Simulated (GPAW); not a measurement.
# How TiTe2 absorbs and reflects light

Aim: the dielectric function of TiTe2, and the optical constants that follow from it.

Main program and level: GPAW 26.7.0; DFT, PBE, plane-wave PAW (GPAW data sets), scalar-relativistic, RPA, optical limit.

## 1. Starting point

Symmetry: P-3m1, No. 164, trigonal system. Conventional cell: a = 3.777 Å, b = 3.777 Å, c = 6.498 Å, α = 90.00°, β = 90.00°, γ = 120.00°. Nearest to Te lie 3 Ti at 2.77 Å. Nearest to Ti lie 6 Te at 2.77 Å. Farther neighbours and most contacts between anions are not listed.

## 2. Ground state

First the ground state: is it a metal or has it a gap?

This step: DFT, PBE, plane-wave PAW (GPAW data sets), scalar-relativistic, ground state (GPAW 26.7.0).

Input file gs.py:

```python
from ase import Atoms
from ase.dft.bandgap import bandgap
from gpaw import GPAW, PW, FermiDirac

atoms = Atoms(['Te', 'Te', 'Ti'],
              cell=[[3.777000000000, 0.000000000000, 0.000000000000],
                    [-1.888500000000, 3.270977950100, 0.000000000000],
                    [0.000000000000, 0.000000000000, 6.498000000000]],
              scaled_positions=[[0.333333333300, 0.666666666700, 0.737200000000],
                                [0.666666666700, 0.333333333300, 0.262800000000],
                                [0.000000000000, 0.000000000000, 0.000000000000]],
              pbc=[True, True, True])
atoms.calc = GPAW(mode=PW(500), xc='PBE', kpts={'size': (9, 9, 4), 'gamma': True},
                  occupations=FermiDirac(0.05), maxiter=150, txt='gs.txt')
print('energy (eV)', atoms.get_potential_energy())
print('Fermi level (eV)', atoms.calc.get_fermi_level())
print('valence electrons', atoms.calc.get_number_of_electrons())
print('gap (eV)', bandgap(atoms.calc, output=None)[0])
print('direct gap (eV)', bandgap(atoms.calc, direct=True, output=None)[0])
atoms.calc.write('gs.gpw')
```

Started as:

```sh
OMP_NUM_THREADS=1 python gs.py
```

Numbers of over 12 decimals in the logs are rounded to 6 here.

Output:

```text
__  _  _
 | _ |_)|_||  |
 |__||  | ||/\| - 26.7.0

Versions:
  Python: 3.12.14
  ASE:    3.29.0
  Numpy:  2.5.5
  Scipy:  1.18.1
  Libxc:  7.0.0

Input parameters:
  mode=PW(ecut=500.0),
  kpts=MonkhorstPack(size=(9, 9, 4), gamma=True),
  maxiter=150,
  occupations=Occupations(name='fermi-dirac', width=0.05, fixmagmom=False),
  xc=XC(name='PBE')

Diagonalizing LCAO Hamiltonian
Converting LCAO to pw mode

        Te

            Te

       Ti

Atoms  # Å, Bohr magnetons
|   | symbol |         x |        y |        z |    initial magnetic moments |
| 0 |     Te | -0.000000 | 2.180652 | 4.790326 | ( 0.0000,  0.0000,  0.0000) |
| 1 |     Te |  1.888500 | 1.090326 | 1.707674 | ( 0.0000,  0.0000,  0.0000) |
| 2 |     Ti |  0.000000 | 0.000000 | 0.000000 | ( 0.0000,  0.0000,  0.0000) |

Unit cell  # Å
| periodic |         x |        y |        z |  lengths |     angles |
|      yes |  3.777000 | 0.000000 | 0.000000 | 3.777000 |  90.000000 |
|      yes | -1.888500 | 3.270978 | 0.000000 | 3.777000 |  90.000000 |
|      yes |  0.000000 | 0.000000 | 6.498000 | 6.498000 | 120.000000 |

Number of symmetries: 12
Symmetry operations  # r_c * U_cc + t_c -> r_c
|    | kind |            matrix            |
|  0 |  σ   |  1, 1, 0,  0,-1, 0,  0, 0, 1 |
|  1 |  S6  |  1, 1, 0, -1, 0, 0,  0, 0,-1 |
|  2 |  E   |  1, 0, 0,  0, 1, 0,  0, 0, 1 |
|  3 |  C2  |  1, 0, 0, -1,-1, 0,  0, 0,-1 |
|  4 |  C2  |  0, 1, 0,  1, 0, 0,  0, 0,-1 |
|  5 |  C3  |  0, 1, 0, -1,-1, 0,  0, 0, 1 |
|  6 |  S6  |  0,-1, 0,  1, 1, 0,  0, 0,-1 |
|  7 |  σ   |  0,-1, 0, -1, 0, 0,  0, 0, 1 |
|  8 |  σ   | -1, 0, 0,  1, 1, 0,  0, 0, 1 |
|  9 |  i   | -1, 0, 0,  0,-1, 0,  0, 0,-1 |
| 10 |  C3  | -1,-1, 0,  1, 0, 0,  0, 0, 1 |
| 11 |  C2  | -1,-1, 0,  0, 1, 0,  0, 0,-1 |

BZ-sampling:
  Number of BZ points: 324
  Number of IBZ points: 43

  Monkhorst-Pack size: [9, 9, 4]
  Monkhorst-Pack shift: [0.0, 0.0, 0.125]

K-points  # in reciprocal-cell coordinates
|     |                                coordinates |     weight |
|   0 | (  0.00000000,   0.00000000,   0.00000000) | 0.00308642 |
|   1 | (  0.00000000,   0.00000000,   0.25000000) | 0.00617284 |
|   2 | (  0.00000000,   0.00000000,   0.50000000) | 0.00308642 |
|   3 | (  0.11111111,   0.00000000,  -0.25000000) | 0.01851852 |
|   4 | (  0.11111111,   0.00000000,   0.00000000) | 0.01851852 |
|   5 | (  0.11111111,   0.00000000,   0.25000000) | 0.01851852 |
|   6 | (  0.11111111,   0.00000000,   0.50000000) | 0.01851852 |
|   7 | (  0.22222222,  -0.11111111,   0.00000000) | 0.01851852 |
|   8 | (  0.22222222,  -0.11111111,   0.25000000) | 0.03703704 |
|   9 | (  0.22222222,  -0.11111111,   0.50000000) | 0.01851852 |
| ... |                                            |            |
|  42 | (  0.44444444,   0.44444444,   0.50000000) | 0.01851852 |

Plane wave coefficients: 2052
Cutoff: 500.0 eV

Spin-components: 1 (collinear spins)
Bands:           19
Projectors:      16
Spin-degeneracy: 2
Datatype:        complex128

Parallelization:
  kpt:    1
  domain: 1
  band:   1

Density:
  Valence electrons: 24.0
  Components: 1
  Grid points: [20 20 35]
  Charge: 0.0  # |e|

Potential:
  Grid points: [20 20 35]

species:
  Te:
    name:    Tellurium
    id:
    Z:       52.0
    valence: 6
    core:    46
    charge:  0.0  # [|e|]
    compensation charges:
      type: gauss
      rc: 0.36  # [Å]
      lmax: 2
    cutoffs:
      filter: 2.09  # [Å]
      core: 3.17  # [Å]
    projectors
    | kind |    occ | energy [eV] | rcut [Å] |
    |   5s |  2.000 |     -15.089 |    1.180 |
    |   5p |  4.000 |      -5.955 |    1.196 |
    |    s |        |      12.123 |    1.180 |
    |    p |        |      21.256 |    1.196 |
    |    d |        |       0.000 |    1.238 |

    Using partial waves for Te as LCAO basis

  Ti:
    name:    Titanium
    id:
    Z:       22.0
    valence: 12
    core:    10
    charge:  0.0  # [|e|]
    compensation charges:
      type: gauss
      rc: 0.38  # [Å]
      lmax: 2
    cutoffs:
      filter: 2.23  # [Å]
      core: 1.02  # [Å]
    projectors
    | kind |    occ | energy [eV] | rcut [Å] |
    |   3s |  2.000 |     -62.623 |    1.270 |
    |   4s |  2.000 |      -4.466 |    1.270 |
    |   3p |  6.000 |     -38.862 |    1.058 |
    |   4p |  0.000 |      -1.466 |    1.058 |
    |   3d |  2.000 |      -4.258 |    1.058 |
    |    d |        |      22.953 |    1.058 |

    Using partial waves for Ti as LCAO basis

Reference energy: -392805.381149  # eV

eigensolver:
  PPCG
  Converge bands: occupied
  niter=2

density mixing:
  MSR1-Mixer
  Pratt-step length: 0.05
  Maximum mixing coefficient: 0.75
  Old densities: 10
  SVD Regularization: 0.005
  Good broyden scale: 1.0
  Trust region scale: 1.0
  Backstep threshold: 4.0
  History deletion threshold: 6.0
  Fourier metric: weight=20.0, sigma=0.015

occupation numbers:
  Fermi-Dirac:
    width: 0.0500  # eV

poisson solver:
  ecut: 4000.0  # eV

xc functional:
  name: PBE with 2 nearest neighbor stencil

convergence criteria:
- Maximum [total energy] change in last 3 cyles: 0.0005 eV / valence electron
- Maximum integral of absolute [dens]ity change: 0.0001 electrons / valence electron
- Maximum integral of absolute [eigenst]ate change: 4e-08 eV^2 / valence electron
maximum number of iterations: 150

SCF iterations
|iter     |      energy | eigst |  dens |
|iter:   1||  -15.330901 | +0.03 |       |
|iter:   2||  -15.293313 | -2.19 | -1.23 |
|iter:   3||  -15.586545 | -1.20 | -1.27 |
|iter:   4||  -15.364722 | -1.51 | -1.14 |
|iter:   5||  -15.159395 | -2.14 | -1.30 |
|iter:   6||  -15.162638 | -2.77 | -1.89 |
|iter:   7||  -15.159872c| -3.67 | -2.32 |
|iter:   8||  -15.159800c| -4.46 | -2.97 |
|iter:   9||  -15.159797c| -6.17 | -3.80 |
|iter:  10||  -15.159797c| -7.23 | -4.39c|
|iter:  11||  -15.159797c| -7.95c| -5.24c|

Converged in 11 steps
SCF loop duration: 21.645 s (1.968 s/step)
Energy contributions relative to reference atoms: (reference = -392805.381149)

Energy contributions:
  Kinetic:          25.231861
  Coulomb:         -25.429763
  Zero:              0.270935
  External:          0.000000
  Xc:              -15.226878
  Entropy:          -0.011904
  Spinorbit:         0.000000
  ----------------------------
  Free energy:     -15.165748
  Extrapolated:    -15.159797

dipole moment: (-6.004178, -10.399541, -20.659331)  # |e|*Ang

Fermi level: 6.667
Eigenvalues  # (at kpt = [0.000, 0.000, 0.000])
| band index |      eig [eV] | occ [0-2] |
|          0 |       -50.813 |     2.000 |
|          1 |       -27.078 |     2.000 |
|          2 |       -27.078 |     2.000 |
|          3 |       -27.037 |     2.000 |
|          4 |        -5.733 |     2.000 |
|          5 |        -4.230 |     2.000 |
|          6 |         1.432 |     2.000 |
|          7 |         4.971 |     2.000 |
|          8 |         4.971 |     2.000 |
|          9 |         7.009 |     0.002 |
|         10 |         7.054 |     0.001 |
|         11 |         7.054 |     0.001 |
|         12 |         7.222 |     0.000 |
|         13 |         7.715 |     0.000 |
|         14 |         7.715 |     0.000 |
|         15 |         9.717 |     0.000 |
|         16 |         9.717 |     0.000 |
|        ... |               |           |
|         18 |        12.598 |     0.000 |

No gap
No difference between direct/indirect transitions

--- standard output ---
energy (eV) -15.159797
Fermi level (eV) 6.667457
valence electrons 24.0
gap (eV) 0.0
direct gap (eV) 0.0
```

Run time: 23 s. Hardware: 1 thread of Arm Neoverse V2, shared host; peak memory 0.18 GiB.

Numbers from this step:

- energy: -15.16 eV
- Fermi energy: 6.667 eV
- electrons: 24

There are states at the Fermi level within the smearing, so the occupations stay smeared and the carriers get a Drude term.

## 3. Bands for the response

The response needs many more empty bands than the density does.

This step: DFT, PBE, plane-wave PAW (GPAW data sets), scalar-relativistic, bands at fixed density (GPAW 26.7.0).

Input file nscf.py:

```python
from ase.dft.bandgap import bandgap
from gpaw import GPAW, FermiDirac

calc = GPAW('gs.gpw').fixed_density(kpts={'size': (9, 9, 5), 'gamma': True}, nbands=55, convergence={'bands': 49},
                                    occupations=FermiDirac(0.05), txt='nscf.txt')
print('gap (eV)', bandgap(calc, output=None)[0])
print('direct gap (eV)', bandgap(calc, direct=True, output=None)[0])
print('top band over the Fermi level (eV)', min(calc.get_eigenvalues(kpt=k)[48] for k in range(len(calc.get_ibz_k_points()))) - calc.get_fermi_level())
calc.write('full.gpw', mode='all')
```

Started as:

```sh
OMP_NUM_THREADS=1 python nscf.py
```

Output:

```text
Diagonalizing LCAO Hamiltonian
Converting LCAO to pw mode
convergence criteria:
- Maximum integral of absolute [eigenst]ate change: 4e-08 eV^2 / valence electron
maximum number of iterations: 150

SCF iterations
|iter     |      energy | eigst |  dens |
|iter:   1||             | +3.58 |       |
|iter:   2||             | +2.27 |       |
|iter:   3||             | +1.32 |       |
|iter:   4||             | +0.16 |       |
|iter:   5||             | -0.74 |       |
|iter:   6||             | -1.64 |       |
|iter:   7||             | -2.36 |       |
|iter:   8||             | -3.24 |       |
|iter:   9||             | -3.95 |       |
|iter:  10||             | -4.80 |       |
|iter:  11||             | -5.50 |       |
|iter:  12||             | -6.30 |       |
|iter:  13||             | -6.92 |       |
|iter:  14||             | -7.34 |       |
|iter:  15||             | -7.80c|       |
SCF steps: 15
  __  _  _
 | _ |_)|_||  |
 |__||  | ||/\| - 26.7.0

Versions:
  Python: 3.12.14
  ASE:    3.29.0
  Numpy:  2.5.5
  Scipy:  1.18.1
  Libxc:  7.0.0

Input parameters:
  mode=PW(ecut=500.0),
  convergence={'bands': 49},
  gpts=array([20, 20, 35]),
  kpts=MonkhorstPack(size=(9, 9, 5), gamma=True),
  maxiter=150,
  nbands=55,
  occupations=Occupations(name='fermi-dirac', width=0.05, fixmagmom=False),
  parallel={},
  xc=XC(name='PBE')

--- standard output ---
gap (eV) 0.0
direct gap (eV) 0.0
top band over the Fermi level (eV) 25.614691
```

Run time: 1.7 min. Hardware: 1 thread; peak memory 0.27 GiB.

[end of part 1 of 2]

[Machine, clock and banner lines and Python warnings are left out of the logs.]

[Logs are printed without paths, hosts, clocks, repeated set-up lines and the standing remarks that a program may print on its own settings, such as how far it seeks lower states.]

[Hosts, paths, dates, database ids (printed as entryN), source tags and the programs' standing remarks are cut or masked in the printed files.]
